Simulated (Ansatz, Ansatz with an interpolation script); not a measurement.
# Settings in Wannier-interpolated G0W0: SiO2 (P6_222), part 2 of 2

Aim: vary the Wannier model and the GW settings for SiO2 (P6_222) and see what the interpolated bands lose.

Ansatz 0.2.0; maximally localised Wannier functions, LDA, plane waves, PAW; PAW set soft_1. Known limits of the many-body steps: not at the basis limit; coarse k mesh.

So far. Step 4 (Wannier model on 12×12×8): Near the gap the model misses directly solved bands by 0.3 meV r.m.s. and by 6 meV at most in the window tested. This tests the starting bands, not the corrections carried with them.

The database entry behind the starting cell is an old determination (1926), so it need not match the best structure at ambient conditions.

## Step 5: Wannier model on 6×6×4

File input.yaml:

```yaml
crystal:
  lattice:
    - [5.013, 0.0, 0.0]
    - [-2.5065, 4.3413853492, 0.0]
    - [0.0, 0.0, 5.47]
  atoms:
    - { symbol: Si, position: [0.5, 0.5, 0.3333333333] }
    - { symbol: Si, position: [0.0, 0.5, 0.6666666667] }
    - { symbol: Si, position: [0.5, 0.0, 0.0] }
    - { symbol: O, position: [0.197, 0.803, 0.8333333333] }
    - { symbol: O, position: [0.394, 0.197, 0.1666666667] }
    - { symbol: O, position: [0.197, 0.394, 0.5] }
    - { symbol: O, position: [0.803, 0.197, 0.8333333333] }
    - { symbol: O, position: [0.606, 0.803, 0.1666666667] }
    - { symbol: O, position: [0.803, 0.606, 0.5] }
kpoints:
  mp_grid: { grid: [6, 6, 4] }
hamiltonian:
  xc: lda
  pseudopotentials: { kind: paw, azcp: { folder: soft_1 }, xc_functional: pbe }
scf:
  occupations: { method: fixed }
  n_extra_bands: 63
output:
  wannier:
    kmesh: [6, 6, 4]
    projections:
      - { species: O, l: p, shell: 2 }
      - { species: Si, l: s, shell: 3 }
      - { species: Si, l: p, shell: 3 }
    minimise: true
    write_hr: true
    seedname: w
    conv_tol: 1.0e-06
    max_iter: 20000
    stability_check: false
    disentanglement:
      window: [-7.97, 17.46]
      frozen_window: [-7.97, 10.1]
      conv_tol: 1.0e-08
```

Started as:

```
ansatz run input.yaml --threads 3 --pin off --max-ram 92160MiB --backend cuda --events-out ev --progress --plain --runs-dir out --devices 1 --max-vram 13GiB
```

Numbers of over 12 decimals in the logs are rounded to 6 here.

The program printed:

```text
[...]
GPUs: using 1 of 1 available (devices: 1).
[...]
GPU FFT provider: cuFFT
GPU libraries: cuBLAS 13.8.2, cuFFT 12.4.0, cuSOLVER 12.3.4
Crystal: 9 atoms, lattice volume = 119.046 Å³
Basis set: ecut = 420 eV, 2317 PW (Γ)
Bands: 87, of which v1, the nominal top of the filled ones, is band 24 counted from 1 (23 counted from 0)
Symmetry: 12 space group operations
[...]
k-points: 21 of 144 (time reversal used)
[...]
GPU buffer pool allocated for 51840 grid points (all kernels)
[...]
SCF iter   1: F=—  HF=-5172.591327 eV  |F-HF|=—  |Δ(HF+E_count)|=         —  Δρ=1.22e-1  dr2=1.60e1  ethr=3.10e-3  ⟨swp⟩=4.8  Hψ=6802  notcnv=0  defer=1256
[...]
SCF iter   7: F=-5167.843890 eV  HF=-5167.843890 eV  |F-HF|=4.49e-9  |Δ(HF+E_count)|=   1.74e-7  Δρ=5.73e-6  dr2=5.00e-8  ethr=2.08e-10  ⟨swp⟩=17.0  Hψ=17294  notcnv=0
SCF 1 converged in 7 iterations: F = -5167.843890 eV  dr2 = 5.00e-8
[...]
NSCF: frozen V_eff on 25 k-points, pencils in batches of 32, up to order 348
[...]
SCF converged after 7 iterations
Free energy (F): -5167.843890 eV
[...]
Internal energy: -5167.843890 eV  (E = F + TS)
E sigma→0 (E₀):  -5167.843890 eV
Fermi energy:    1.762936 eV
[...]
--- Band table (eV; the first three rows and the last of 21) ---
  k-point 0: bands = [... 20 lower, 0.6053, 1.2674, 1.2674, 1.6513, 7.0977, 10.3932, 10.3932, 11.1436, ... 59 higher]
  k-point 1: bands = [... 20 lower, 0.6977, 1.2040, 1.6660, 1.6955, 7.6649, 10.0736, 10.1048, 11.2029, ... 59 higher]
  k-point 2: bands = [... 20 lower, 0.3790, 1.4399, 1.7629, 1.7629, 8.9489, 8.9489, 9.8539, 11.6810, ... 59 higher]
  k-point 20: bands = [... 20 lower, 0.8472, 0.9299, 1.1269, 1.1269, 10.2497, 10.5485, 10.5485, 10.8127, ... 59 higher]
[...]
```

Elapsed: 33 s, on 1 × NVIDIA H100 80GB HBM3 (shared by 6 runs) with 3 threads of AMD EPYC 7R13 (Zen 3), shared host; peak memory 1.1 GiB; 36 s of CPU time.

This step gave:

* gauge-invariant spread: 30.87 Å²
* diagonal spread: 0.01140 Å²
* off-diagonal spread: 1.592 Å²
* total spread: 32.47 Å²
* least projectability: 0.2033
* localisation steps: 2539
* disentanglement steps: 161
* r.m.s. interpolation error: 0.001066 eV
* r.m.s. error near the gap: 0.001591 eV

Near the gap the model misses directly solved bands by 1.6 meV r.m.s. and by 20 meV at most in the window tested. This tests the starting bands, not the corrections carried with them.

Frozen up to 8.33 eV; above it the model need not follow the bands. The electronic bands at the labelled points (eV, zero at the valence-band top; v1 is the highest filled band, c1 the lowest empty one):

| point | v4 | v3 | v2 | v1 | c1 | c2 | c3 | c4 |
| --- | --- | --- | --- | --- | --- | --- | --- | --- |
| Γ | -1.16 | -0.50 | -0.50 | -0.11 | 5.33 | 8.64 | 8.64 | 9.40 |
| halfway | -1.14 | -0.54 | -0.38 | -0.20 | 6.16 | 8.68 | 9.09 | 9.20 |
| M | -1.19 | -0.88 | -0.39 | -0.01 | 7.34 | 8.27 | 9.12 | 9.33 |
| halfway | -1.25 | -0.67 | -0.36 | -0.05 | 7.53 | 8.29 | 8.95 | 9.16 |
| K | -1.36 | -0.43 | -0.43 | -0.09 | 7.99 | 7.99 | 8.91 | 9.07 |
| halfway | -1.02 | -0.69 | -0.29 | -0.20 | 6.39 | 8.77 | 8.94 | 9.18 |
| Γ | -1.16 | -0.50 | -0.50 | -0.11 | 5.33 | 8.64 | 8.64 | 9.40 |
| halfway | -1.07 | -0.56 | -0.10 | -0.07 | 5.90 | 8.31 | 8.37 | 9.44 |
| A | -1.38 | -0.32 | 0.00 | 0.00 | 7.19 | 7.19 | 8.09 | 9.92 |
| halfway | -1.12 | -0.47 | -0.27 | -0.17 | 7.63 | 7.72 | 8.74 | 9.59 |
| L | -0.88 | -0.71 | -0.62 | -0.40 | 8.24 | 8.76 | 9.11 | 9.22 |
| halfway | -0.89 | -0.71 | -0.69 | -0.46 | 8.34 | 8.78 | 8.90 | 9.15 |
| H | -0.92 | -0.83 | -0.64 | -0.64 | 8.49 | 8.83 | 8.83 | 9.05 |
| halfway | -1.08 | -0.52 | -0.32 | -0.24 | 7.77 | 7.88 | 8.91 | 9.43 |
| A | -1.38 | -0.32 | 0.00 | 0.00 | 7.19 | 7.19 | 8.09 | 9.92 |
| jump to L | -0.88 | -0.71 | -0.62 | -0.40 | 8.24 | 8.76 | 9.11 | 9.22 |
| halfway | -1.15 | -0.80 | -0.44 | -0.18 | 7.63 | 8.58 | 9.27 | 9.40 |
| M | -1.19 | -0.88 | -0.39 | -0.01 | 7.34 | 8.27 | 9.12 | 9.33 |
| jump to H | -0.92 | -0.83 | -0.64 | -0.64 | 8.49 | 8.83 | 8.83 | 9.05 |
| halfway | -1.09 | -0.60 | -0.47 | -0.27 | 8.09 | 8.27 | 9.18 | 9.32 |
| K | -1.36 | -0.43 | -0.43 | -0.09 | 7.99 | 7.99 | 8.91 | 9.07 |

The same for Kohn-Sham, solved directly:

| point | v4 | v3 | v2 | v1 | c1 | c2 | c3 | c4 |
| --- | --- | --- | --- | --- | --- | --- | --- | --- |
| Γ | -1.16 | -0.50 | -0.50 | -0.11 | 5.33 | 8.63 | 8.63 | 9.38 |
| M | -1.19 | -0.88 | -0.39 | -0.01 | 7.34 | 8.27 | 9.12 | 9.30 |
| K | -1.36 | -0.43 | -0.43 | -0.09 | 7.99 | 7.99 | 8.88 | 9.07 |
| Γ | -1.16 | -0.50 | -0.50 | -0.11 | 5.33 | 8.63 | 8.63 | 9.38 |
| A | -1.38 | -0.32 | 0.00 | 0.00 | 7.19 | 7.19 | 8.09 | 9.92 |
| L | -0.88 | -0.71 | -0.62 | -0.40 | 8.24 | 8.75 | 9.10 | 9.12 |
| H | -0.92 | -0.83 | -0.64 | -0.64 | 8.49 | 8.78 | 8.78 | 9.05 |
| A | -1.38 | -0.32 | 0.00 | 0.00 | 7.19 | 7.19 | 8.09 | 9.92 |
| L | -0.88 | -0.71 | -0.62 | -0.40 | 8.24 | 8.75 | 9.10 | 9.12 |
| M | -1.19 | -0.88 | -0.39 | -0.01 | 7.34 | 8.27 | 9.12 | 9.30 |
| H | -0.92 | -0.83 | -0.64 | -0.64 | 8.49 | 8.78 | 8.78 | 9.05 |
| K | -1.36 | -0.43 | -0.43 | -0.09 | 7.99 | 7.99 | 8.88 | 9.07 |

## Step 6: A faulty Wannier input

Edit input.yaml of step 5 so:

```diff
@@ -37,4 +37,4 @@
     disentanglement:
-      window: [-7.97, 17.46]
-      frozen_window: [-7.97, 10.1]
+      window: [-9.73, 15.69]
+      frozen_window: [-9.73, 8.33]
       conv_tol: 1.0e-08
```

The program printed:

```text
scf.n_extra_bands = 63 over 24 filled bands (N_el = 48.0): the run solves 87 bands
GPUs: using 1 of 1 available (devices: 1).
Engine: ansatz 0.2.0, x86_64-unknown-linux-gnu
Pseudopotentials: kind: paw
Pseudopotential: Si, paw, valence charge 4, recommended cutoff 420 eV (normal), soft_1/Si.paw.azcp
Pseudopotential: O, paw, valence charge 6, recommended cutoff 420 eV (normal), soft_1/O.paw.azcp
Functional definition: SPW92
  exchange = slater_x
  correlation = pw_c
device memory: the entry about to start is reckoned to put 3.7 GiB on a device that reports 62.0 GiB free (of which the cap on the GPU budget leaves the run 13.0 GiB)
GPU FFT provider: cuFFT
GPU libraries: cuBLAS 13.8.2, cuFFT 12.4.0, cuSOLVER 12.3.4
Crystal: 9 atoms, lattice volume = 119.046 Å³
Basis set: ecut = 420 eV, 2317 PW (Γ)
Bands: 87, of which v1, the nominal top of the filled ones, is band 24 counted from 1 (23 counted from 0)
Symmetry: 12 space group operations
Space group: P6222 (ITA 180), of the structure as read, at distance tolerance 4.9e-5 Å
k-points: 21 of 144 (time reversal used)
Non-local potential: Si, projectors of the file, l = 0: 2, l = 1: 2, l = 2: 1
Non-local potential: O, projectors of the file, l = 0: 2, l = 1: 2, l = 2: 1
PAW form: soft (Blöchl's): semilocal exchange-correlation on the pseudo side does not see the compensation charge
PAW frozen core: Si, regenerated for the run's functional, and the local potential with it (the file was generated under x = pbe(κ = 0.804, μ = 0.219515), c = pbe(β = 0.066725))
[...]
NSCF: frozen V_eff on 21 k-points
[...]
device memory: the entry about to start is reckoned to put 2.9 GiB on a device that reports 64.3 GiB free (of which the cap on the GPU budget leaves the run 13.0 GiB)
NSCF: frozen V_eff on 25 k-points, pencils in batches of 32, up to order 348
the Wannier pass solved 25 of the 144 points of its mesh, and has the states at the others by symmetry: states obtained by the crystal's operations at points that were solved too leave a residual of 4.48e-13 eV (read by the count's bands and the next), within 6.67e-6 eV
SCF converged after 7 iterations
Free energy (F): -5167.843890 eV
Harris-Foulkes:  -5167.843890 eV  (|F-HF|=4.49e-9)
Internal energy: -5167.843890 eV  (E = F + TS)
E sigma→0 (E₀):  -5167.843890 eV
Fermi energy:    1.762936 eV
--- Per-component energies (eV) ---
  E_band       = -240.959167
  E_kinetic    = 1158.433440
  E_local      = -3037.821116  (includes V_loc(G=0)·N_el)
  E_nonlocal   = 396.072218
  E_hartree    = 1107.201352
  E_xc         = -592.314827
  E_vxc        = -690.036068  (∫ρ·V_xc dr)
  E_paw        = -2372.992108  (= ΣΔE_a)
  E_vpaw       = -282.014018  (= ΣTr[D̂ρ^β])
  E_aug_tail   = 0.005015  (compensation charges beyond the density's cutoff)
  E_ewald      = -1827.262385
  E_core_change = 0.834521  (= ΣΔE_core)
  E_smearing   = -0.000000  (= −TS)
  E_closure    = -0.000000  (closes the sum)
  Σ components = -5167.843890   (vs F -5167.843890, Δ=0.00e0)
--- Band table (eV; the first three rows and the last of 21) ---
  k-point 0: bands = [... 20 lower, 0.6053, 1.2674, 1.2674, 1.6513, 7.0977, 10.3932, 10.3932, 11.1436, ... 59 higher]
  k-point 1: bands = [... 20 lower, 0.6977, 1.2040, 1.6660, 1.6955, 7.6649, 10.0736, 10.1048, 11.2029, ... 59 higher]
  k-point 2: bands = [... 20 lower, 0.3790, 1.4399, 1.7629, 1.7629, 8.9489, 8.9489, 9.8539, 11.6810, ... 59 higher]
  k-point 20: bands = [... 20 lower, 0.8472, 0.9299, 1.1269, 1.1269, 10.2497, 10.5485, 10.5485, 10.8127, ... 59 higher]
```

Elapsed: 8.3 s, on 1 × NVIDIA H100 80GB HBM3 (shared by 6 runs) with 3 threads; peak memory 1.1 GiB.

The run ended with an error after its SCF cycle had converged; no result of it is taken.

The fault put into this input: windows typed from the Fermi level.

## Step 7: G0W0: 6×6×4 mesh, 496 empty bands, screening to 150 eV, PAW set soft_1 files

Now the one-shot GW correction: screening in the RPA, then the self-energy of the levels asked for.

This step: G0W0 on LDA, plane waves, PAW; PAW set soft_1.

input.yaml, the sections that differ from step 6:

```yaml
scf:
  occupations: { method: fixed }
gw:
  n_empty_bands: 496
  ecut_chi: 150.0
  qp_bands: [v18, c3]
  screening: { model: contour_deformation }
# crystal, kpoints, hamiltonian: as in step 6
# output: removed
```

The program printed:

```text
GPUs: using 1 of 1 available (devices: 1).
[...]
GPU FFT provider: cuFFT
GPU libraries: cuBLAS 13.8.2, cuFFT 12.4.0, cuSOLVER 12.3.4
Crystal: 9 atoms, lattice volume = 119.046 Å³
Basis set: ecut = 420 eV, 2317 PW (Γ)
Bands: 33, of which v1, the nominal top of the filled ones, is band 24 counted from 1 (23 counted from 0)
Symmetry: 12 space group operations
[...]
k-points: 21 of 144 (time reversal used)
[...]
0    14     -1.0102   -23.8788     4.3199   -17.6257  0.7895    -2.9892    -2.9434  root
[...]
20    24      1.1270   -26.1620     4.1371   -20.3304  0.7977    -0.5941    -0.5674  root
    20    25     10.2498   -11.1146    -4.4576   -17.7788  0.8378    12.4912    12.4562  root
    20    26     10.5486    -5.9153    -3.6032   -11.1219  0.8573    12.1692    12.1520  root
    20    27     10.5486    -5.9153    -3.6032   -11.1219  0.8573    12.1692    12.1520  root
[key lines of the parts left out:]
SCF converged after 8 iterations
Free energy (F): -5167.843890 eV
Fermi energy:    1.762958 eV
```

The job ended after 1.9 min (1 × NVIDIA H100 80GB HBM3 (shared by 6 runs) with 3 threads; peak memory 2.1 GiB).

The G0W0 gap on the mesh is 8.366 eV.

## Step 8: G0W0: 3×3×2 mesh, 496 empty bands, screening to 150 eV, PAW set soft_1 files

Edit input.yaml of step 7 so:

```diff
@@ -16,3 +16,3 @@
 kpoints:
-  mp_grid: { grid: [6, 6, 4] }
+  mp_grid: { grid: [3, 3, 2] }
 hamiltonian:
```

The program printed:

```text
GPUs: using 1 of 1 available (devices: 1).
[...]
GPU FFT provider: cuFFT
GPU libraries: cuBLAS 13.8.2, cuFFT 12.4.0, cuSOLVER 12.3.4
Crystal: 9 atoms, lattice volume = 119.046 Å³
Basis set: ecut = 420 eV, 2317 PW (Γ)
Bands: 33, of which v1, the nominal top of the filled ones, is band 24 counted from 1 (23 counted from 0)
Symmetry: 12 space group operations
[...]
k-points: 6 of 18
[...]
0    14     -1.0101   -23.8915     4.3320   -17.6256  0.7894    -2.9902    -2.9440  root
[...]
5    24      1.1271   -26.1829     4.1546   -20.3304  0.7973    -0.5975    -0.5706  root
     5    25     10.2499   -11.0882    -4.4818   -17.7787  0.8371    12.4943    12.4586  root
     5    26     10.5486    -5.9015    -3.6222   -11.1218  0.8566    12.1642    12.1468  root
     5    27     10.5486    -5.9015    -3.6222   -11.1218  0.8566    12.1642    12.1468  root
[key lines of the parts left out:]
SCF converged after 7 iterations
Free energy (F): -5167.842635 eV
Fermi energy:    1.763119 eV
```

It took 8.9 s on 1 × NVIDIA H100 80GB HBM3 (shared by 6 runs) with 3 threads; peak memory 1.3 GiB.

The G0W0 gap on the mesh is 8.376 eV.

## Step 9: G0W0: 6×6×4 mesh, 230 empty bands, screening to 90 eV, PAW set soft_1 files

Edit input.yaml of step 8 so:

```diff
@@ -16,3 +16,3 @@
 kpoints:
-  mp_grid: { grid: [3, 3, 2] }
+  mp_grid: { grid: [6, 6, 4] }
 hamiltonian:
@@ -23,4 +23,4 @@
 gw:
-  n_empty_bands: 496
-  ecut_chi: 150.0
+  n_empty_bands: 230
+  ecut_chi: 90
   qp_bands: [v18, c3]
```

The program printed:

```text
GPUs: using 1 of 1 available (devices: 1).
[...]
GPU FFT provider: cuFFT
GPU libraries: cuBLAS 13.8.2, cuFFT 12.4.0, cuSOLVER 12.3.4
Crystal: 9 atoms, lattice volume = 119.046 Å³
Basis set: ecut = 420 eV, 2317 PW (Γ)
Bands: 33, of which v1, the nominal top of the filled ones, is band 24 counted from 1 (23 counted from 0)
Symmetry: 12 space group operations
[...]
k-points: 21 of 144 (time reversal used)
[...]
0    14     -1.0102   -23.8788     4.4996   -17.6257  0.7928    -2.8007    -2.7637  root
[...]
20    24      1.1270   -26.1620     4.3791   -20.3304  0.8018    -0.3448    -0.3254  root
    20    25     10.2498   -11.1146    -4.3018   -17.7788  0.8412    12.6533    12.6121  root
    20    26     10.5486    -5.9153    -3.5004   -11.1219  0.8585    12.2748    12.2548  root
    20    27     10.5486    -5.9153    -3.5004   -11.1219  0.8585    12.2748    12.2548  root
[key lines of the parts left out:]
SCF converged after 8 iterations
Free energy (F): -5167.843890 eV
Fermi energy:    1.762958 eV
```

Elapsed: 70 s, on 1 × NVIDIA H100 80GB HBM3 (shared by 6 runs) with 3 threads; peak memory 1.5 GiB.

The G0W0 gap on the mesh is 8.153 eV.

## Step 10: G0W0: 6×6×4 mesh, 496 empty bands, screening to 150 eV, plasmon pole, PAW set soft_1 files

Edit input.yaml of step 9 so:

```diff
@@ -23,5 +23,5 @@
 gw:
-  n_empty_bands: 230
-  ecut_chi: 90
+  n_empty_bands: 496
+  ecut_chi: 150.0
   qp_bands: [v18, c3]
-  screening: { model: contour_deformation }
+  screening: { model: godby_needs }
```

The program printed:

```text
GPUs: using 1 of 1 available (devices: 1).
[...]
GPU FFT provider: cuFFT
GPU libraries: cuBLAS 13.8.2, cuFFT 12.4.0, cuSOLVER 12.3.4
Crystal: 9 atoms, lattice volume = 119.046 Å³
Basis set: ecut = 420 eV, 2317 PW (Γ)
Bands: 33, of which v1, the nominal top of the filled ones, is band 24 counted from 1 (23 counted from 0)
Symmetry: 12 space group operations
[...]
k-points: 21 of 144 (time reversal used)
[...]
0    14     -1.0102   -23.8788     4.3320   -17.6257  0.8050    -2.9565    -2.9313  root
[...]
20    24      1.1270   -26.1620     4.2105   -20.3304  0.8061    -0.5096    -0.4940  root
    20    25     10.2498   -11.1146    -4.3936   -17.7788  0.8429    12.5453    12.5203  root
    20    26     10.5486    -5.9153    -3.5562   -11.1219  0.8634    12.2110    12.1990  root
    20    27     10.5486    -5.9153    -3.5562   -11.1219  0.8634    12.2110    12.1990  root
[key lines of the parts left out:]
SCF converged after 8 iterations
Free energy (F): -5167.843890 eV
Fermi energy:    1.762958 eV
```

Wall time 7.3 min (1 × NVIDIA H100 80GB HBM3 (shared by 6 runs) with 3 threads); peak memory 7.2 GiB.

The G0W0 gap on the mesh is 8.309 eV.

## Step 11: Interpolated results

Times are wall times on 1 × NVIDIA H100 80GB HBM3 (shared by 6 runs) with 3 threads of AMD EPYC 7R13 (Zen 3), shared host, good to a factor of about two.

| GW mesh | empty bands | cutoff (eV) | frequency | gap on mesh (eV) | gap over zone (eV) | direct gap (eV) | valence width (eV) | GW time |
| --- | --- | --- | --- | --- | --- | --- | --- | --- |
| 6×6×4 | 496 | 150 | contour deformation | 8.366 | 8.366 | 8.477 | 10.021 | 1.9 min |
| 3×3×2 | 496 | 150 | contour deformation | 8.376 | 8.376 | 8.486 | 10.021 | 8.9 s |
| 6×6×4 | 230 | 90 | contour deformation | 8.153 | 8.153 | 8.263 | 10.092 | 70 s |
| 6×6×4 | 496 | 150 | plasmon pole | 8.309 | 8.309 | 8.419 | 10.240 | 7.3 min |

## Step 12: Outcome

- 6×6×4 mesh, 496 empty bands, screening to 150 eV, PAW set soft_1 files: 8.37 eV
- 3×3×2 mesh, 496 empty bands, screening to 150 eV, PAW set soft_1 files: 8.38 eV
- 6×6×4 mesh, 230 empty bands, screening to 90 eV, PAW set soft_1 files: 8.15 eV
- 6×6×4 mesh, 496 empty bands, screening to 150 eV, plasmon pole, PAW set soft_1 files: 8.31 eV

In words: The largest change, −0.21 eV in the gap over the zone, comes with 6×6×4 mesh, 230 empty bands, screening to 90 eV, PAW set soft_1 files. The first run is a reference, not a converged one, and where a row moves several settings no single cause can be named. Rows on another GW mesh add that mesh's corrections to the bands of the one model. With 3×3×2 mesh, 496 empty bands, screening to 150 eV, PAW set soft_1 files the gap over the zone moves by +0.01 eV and that on the mesh by +0.01 eV. With 6×6×4 mesh, 230 empty bands, screening to 90 eV, PAW set soft_1 files the gap over the zone moves by −0.21 eV and that on the mesh by −0.21 eV. With 6×6×4 mesh, 496 empty bands, screening to 150 eV, plasmon pole, PAW set soft_1 files the gap over the zone moves by −0.06 eV and that on the mesh by −0.06 eV. Gaps over the zone and on the mesh differ where an edge lies off the mesh, or where a GW run starts from another density: the starting gap over the zone is 5.335 eV, on the GW meshes it is 5.335 eV.

[Paths, hosts, dates, memory and timing lines, banners, echoed tables and standing remarks are left out of the program output.]

[Logs are printed without paths, hosts, clocks, repeated set-up lines and the standing remarks that a program may print on its own settings, such as how far it seeks lower states.]

[Runs of the session that timed out or met a known fault of the program may be left out.]

[Hosts, paths, dates, database ids (printed as entryN), source tags and the programs' standing remarks are cut or masked in the printed files.]
